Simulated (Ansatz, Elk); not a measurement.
# Bonding as seen by X-rays: CaCr2

The structure of CaCr2 used here is made up (a known structure type with other elements) and was relaxed beforehand with PBEsol. The aim is the Fourier transform of its all-electron density, F(hkl), set beside the sum over free spherical atoms that refinements use.

Calculated with Elk 11.2.3 (patched build); DFT, PBE, all-electron APW+lo, Dirac cores, scalar-relativistic bands, static density, no spin.

This account leaves out most program logs.

The structure was built from a prototype and need not be the compound's stable phase.

## (1) Set-up

It takes space group P6_3/mmc (No. 194, hexagonal). The conventional cell has a = 4.349 Å, b = 4.349 Å, c = 5.995 Å, α = 90.00°, β = 90.00°, γ = 120.00°. Cr has 4 Cr at 2.50 to 2.56 Å and 6 Ca at 2.80 to 3.06 Å nearest. Ca has 12 Cr at 2.80 to 3.06 Å and 2 Ca at 3.00 Å nearest. Farther neighbours are not listed.

## (2) Ground state and structure factors

An all-electron density is needed, since X-rays see the cores too. Task 0 finds the density and task 195 Fourier-transforms it; tshift is off so that phases refer to the origin typed.

elk.in reads:

```
tasks
  0
  195

xctype
  20

spinpol
  .false.

rgkmax
  7.0

gmaxvr
  14.0

lmaxo
  7

lmaxapw
  8

swidth
  0.002

tshift
  .false.

ramdisk
  .false.

hmaxvr
  5.5

maxscl
  120

epspot
  1e-06

sppath
  './'

avec
  8.21768155581 0.00000000000 0.00000000000
  -4.10884077791 7.11672098755 -0.00000000000
  0.00000000000 0.00000000000 11.32943257620

atoms
  2
  'Cr.in'
  4
  0.6666666667 0.3333333333 0.0418722067   0.000000 0.000000 0.000000
  0.3333333333 0.6666666667 0.5418722067   0.000000 0.000000 0.000000
  0.6666666667 0.3333333333 0.4581277933   0.000000 0.000000 0.000000
  0.3333333333 0.6666666667 0.9581277933   0.000000 0.000000 0.000000
  'Ca.in'
  2
  -0.0000000000 -0.0000000000 0.2500000000   0.000000 0.000000 0.000000
  0.0000000000 0.0000000000 0.7500000000   0.000000 0.000000 0.000000

ngridk
  6 6 4
```

Started as:

```
$ OMP_NUM_THREADS=4 elk
```

Elapsed: 33 s, on 4 threads of Arm Neoverse V2, shared host; peak memory 0.22 GiB.

SFACRHO.OUT:

```text

h k l indices transformed by vhmat matrix:
   1.000000000       0.000000000       0.000000000    
   0.000000000       1.000000000       0.000000000    
   0.000000000       0.000000000       1.000000000    

      h      k      l  multipl.   |H|            Re(F)            Im(F)           |F|

      0      0      0      1   0.0000000       136.00000      0.50083562E-16   136.00000    
      0      0      1      2  0.55458958      0.42405297E-14 -0.13792688E-13  0.14429842E-13
      1     -1      0      6  0.88287644      -8.2028493      0.20658761E-13   8.2028493    
      0      1      1      6   1.0426123      -17.782693      0.18390251E-13   17.782693    
     -1      1      1      6   1.0426123       17.782693      0.22987813E-14   17.782693    
      0      0      2      2   1.1091792       35.726505     -0.24181501E-13   35.726505    
     -1      1     -2      6   1.4176562      -58.100107     -0.39086087E-13   58.100107    
      0      1     -2      6   1.4176562      -58.100107      0.20689523E-13   58.100107    
      2     -1      0      6   1.5291869       94.403443      0.71545784E-13   94.403443    
      1      1      1     12   1.6266475      0.51372234E-13  0.11264028E-12  0.12380202E-12
      0      0     -3      2   1.6637688      0.21489097E-13  0.20689032E-13  0.29829806E-13
      2     -2      0      6   1.7657529      -6.1177863      0.20655639E-13   6.1177863    
      2     -2      1      6   1.8507979       13.980246     -0.22987813E-14   13.980246    
      0     -2      1      6   1.8507979      -13.980246      -0.0000000       13.980246    
      1     -1     -3      6   1.8835066       37.474269     -0.16091469E-13   37.474269    
      0      1      3      6   1.8835066      -37.474269      0.48274408E-13   37.474269    
     -1      2     -2     12   1.8890979       28.292239      0.13330181E-12   28.292239    
      2      0      2      6   2.0852246      -47.603748      0.26477656E-13   47.603748
```

Elk indexes on the primitive cell of elk.in and gives |H| = 4π sin θ/λ in inverse bohr. Below, one row stands for each form hkl of the conventional cell (m members, Friedel mates merged), F is for one primitive cell and the density is static (no thermal factor). Free-atom factors are Waasmaier and Kirfel's, and R is Σm||F|−|F'||/Σm|F|.

```csv
hkl,m,sin θ/λ (Å⁻¹),"abs F, DFT",neutral atoms,diff.
001,2,0.083,0.000,0.000,+0.000
100,6,0.133,8.203,8.767,-0.564
101,12,0.157,17.783,17.819,-0.037
002,2,0.167,35.727,36.727,-1.000
102,12,0.213,58.100,58.686,-0.586
110,6,0.230,94.403,95.922,-1.519
111,12,0.245,0.000,0.000,+0.000
003,2,0.250,0.000,0.000,+0.000
200,6,0.266,6.118,6.979,-0.862
201,12,0.278,13.980,14.088,-0.108
103,12,0.283,37.474,38.070,-0.596
112,12,0.284,28.292,29.272,-0.979
202,12,0.314,47.604,47.941,-0.338
004,2,0.334,50.081,49.563,+0.518
113,12,0.340,0.000,0.000,+0.000
210,12,0.351,5.795,5.823,-0.028
104,12,0.359,7.533,7.666,-0.133
211,24,0.361,11.925,11.903,+0.022
203,12,0.365,32.069,32.242,-0.173
212,24,0.389,41.369,41.302,+0.067
300,6,0.398,68.586,68.434,+0.152
114,12,0.405,43.275,43.117,+0.157
```

## (3) The highest occupied states alone

An energy window below the Fermi level keeps the highest occupied states, to see at which angles they scatter; shallow core shells can lie inside it and anion s states outside. No new self-consistency is needed.

Changes to elk.in since step 2:

```diff
@@ -1,3 +1,2 @@
 tasks
-  0
   195
@@ -40,2 +39,5 @@
 
+wsfac
+  -0.096790 0.570710
+
 sppath
```

Started as:

```
$ OMP_NUM_THREADS=4 elk
```

Elapsed: 9.7 s, on 4 threads; peak memory 0.16 GiB; 12 s of CPU time.

States within 10 eV below the Fermi level hold 28.00 electrons; any levels below the window count with the cores. Their amplitudes can exceed the total, where window and core parts have opposite phase:

```csv
hkl,sin θ/λ (Å⁻¹),"abs F, window","abs F, all"
001,0.083,0.000,0.000
100,0.133,6.617,8.203
101,0.157,2.917,17.783
002,0.167,9.685,35.727
102,0.213,3.682,58.100
110,0.230,7.341,94.403
111,0.245,0.000,0.000
003,0.250,0.000,0.000
200,0.266,2.459,6.118
201,0.278,1.366,13.980
```

## (4) Another functional

The difference from free atoms is small, so it is set against the change that PBEsol makes.

Changes to elk.in since step 3:

```diff
@@ -1,2 +1,3 @@
 tasks
+  0
   195
@@ -4,3 +5,3 @@
 xctype
-  20
+  22
 
@@ -39,5 +40,2 @@
 
-wsfac
-  -0.096790 0.570710
-
 sppath
```

Started as:

```
$ OMP_NUM_THREADS=4 elk
```

It took 32 s on 4 threads; peak memory 0.22 GiB.

Against the first run R = 0.03 %; the largest change is -0.044 at 110.

## (5) Basis size

The basis and the expansions that go with it are enlarged, to see whether the differences are converged.

Changes to elk.in since step 4:

```diff
@@ -5,3 +5,3 @@
 xctype
-  22
+  20
 
@@ -11,12 +11,12 @@
 rgkmax
-  7.0
+  8.5
 
 gmaxvr
-  14.0
+  18.0
 
 lmaxo
-  7
+  9
 
 lmaxapw
-  8
+  10
```

Started as:

```
$ OMP_NUM_THREADS=4 elk
```

Run time: 82 s. Hardware: 4 threads; peak memory 0.41 GiB.

Against the first run R = 0.02 %; the largest change is +0.021 at 002.

## (6) Settings against the effect

```csv
run,R against the first run (%),"R against neutral atoms, low angle (%)",wall time
"PBE, rgkmax 7",0.00,1.83,33 s
PBEsol,0.03,1.87,32 s
rgkmax 8.5 with larger expansions,0.02,1.81,82 s
```

## (7) Outcome

```json
{"R against neutral atoms, sin θ/λ < 0.3 Å⁻¹": "1.83 %", "R against neutral atoms, 0.3 to 0.82 Å⁻¹": "0.46 %"}
```

In words: Independent neutral atoms miss the calculated amplitudes by R = 1.83 % below 0.3 Å⁻¹ and 0.46 % from there to 0.82 Å⁻¹; by shells, 6.88 % below 0.15 Å⁻¹ (1 form), 1.73 % 0.15 to 0.3 (8 forms), 0.42 % 0.3 to 0.45 (14 forms), 0.47 % above 0.45 (86 forms). Bonding, aspherical density and the tables' own atoms all enter these figures, and the runs don't part them. The largest change of an amplitude is -1.52 electrons, at 110. The window's part falls from 28.0 electrons at the origin to at most 2.12 between 0.45 and 0.82 Å⁻¹, where compact states inside the window still scatter. Below 0.3 Å⁻¹ the changes that finished (PBEsol and rgkmax 8.5 with larger expansions) move F by R = 0.05 % at most, against the 1.83 % that separates it from free atoms. The k-mesh has no finished test. These runs have no spin, though d or f shells may be open. Part of the difference isn't bonding: the tables are fits to free atoms and ions calculated by other methods than this functional. Thermal motion, anomalous dispersion and extinction are left out.

[Logs are printed without paths, hosts, clocks, repeated set-up lines and the standing remarks that a program may print on its own settings, such as how far it seeks lower states.]

[Hosts, paths, dates, database ids (printed as entryN), source tags and the programs' standing remarks are cut or masked in the printed files.]
